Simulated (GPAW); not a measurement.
**MoS2 (P6_3/mmc): refractive index against wavelength**

The refractive index of MoS2 (P6_3/mmc) along x below the direct gap (1.64 eV on the mesh) is read from one computed spectrum, n = √(Re ε). x, y and z are the Cartesian axes of the input cell.

The structure is hexagonal, space group P6_3/mmc (No. 194). The conventional cell has a = 3.169 Å, b = 3.169 Å, c = 12.324 Å, α = 90.00°, β = 90.00°, γ = 120.00°. Mo on site c is surrounded by 6 S at 2.41 Å. Around S on site f lie 3 Mo at 2.41 Å.

Method: GPAW 26.7.0, PBE, RPA, k-mesh 12×12×3, local fields up to 50 eV, Lorentzian half width 0.12 eV.

Launch of the response step: `OMP_NUM_THREADS=1 python df.py`. The run took 10.6 min, its band step included, on 1 thread of Arm Neoverse V1, with other jobs on the host.

```
wavelength (nm)  photon energy E (eV)       n
           3000                 0.413  3.7381
           2000                 0.620  3.7748
           1550                 0.800  3.8217
           1310                 0.946  3.8724
           1064                 1.165       ?
```

In the single-oscillator model n² − 1 = E₀E_d/(E₀² − E²), so 1/(n² − 1) = E₀/E_d − E²/(E₀E_d) is linear in E².

Working, on the rows shown:

| x = E² (eV²) | y = 1/(n² − 1) |
| --- | --- |
| 0.170801 | 0.0770808 |
| 0.384302 | 0.0754767 |
| 0.639837 | 0.0735003 |
| 0.895757 | 0.0714516 |

Means: x̄ = 0.52267, ȳ = 0.074377. Σ(x − x̄)(y − ȳ) = -0.002298, Σ(x − x̄)² = 0.2959. Slope = -0.002298 / 0.2959 = -0.007766; intercept = ȳ − slope · x̄ = 0.078436. Turned back into n, the line misses the rows shown by at most 0.00079.

Predict the last column of the withheld row from the fit.

At x = 1.3578 the line gives y = 0.067892, that is 3.9660. The run gave 3.9762, so the extrapolation is off by 0.01, 4 % of the range in the table.

Refitted with all rows, the slope is -0.008056 and the intercept 0.078562. These give E₀ = √(intercept/−slope) = 3.12 eV and E_d = E₀/intercept = 39.8 eV; E₀ is 1.9 times the direct gap. The electronic limit at long wavelengths, without lattice vibrations, is n = √(1 + 1/intercept) = 3.705. The cell comes from an older database entry, whose edges can be off by a per cent or so. Excitons are left out; PBE gaps are as a rule too small. The values come from a sum over the points of one k-mesh and carry its error, which grows as the direct gap shrinks. This version of GPAW has incomplete matrix elements in the optical limit, which can lower ε − 1 by up to a tenth where first-row anions or d states rule. Spin-orbit coupling is left out.

[Logs are printed without paths, hosts, clocks, repeated set-up lines and the standing remarks that a program may print on its own settings, such as how far it seeks lower states.]
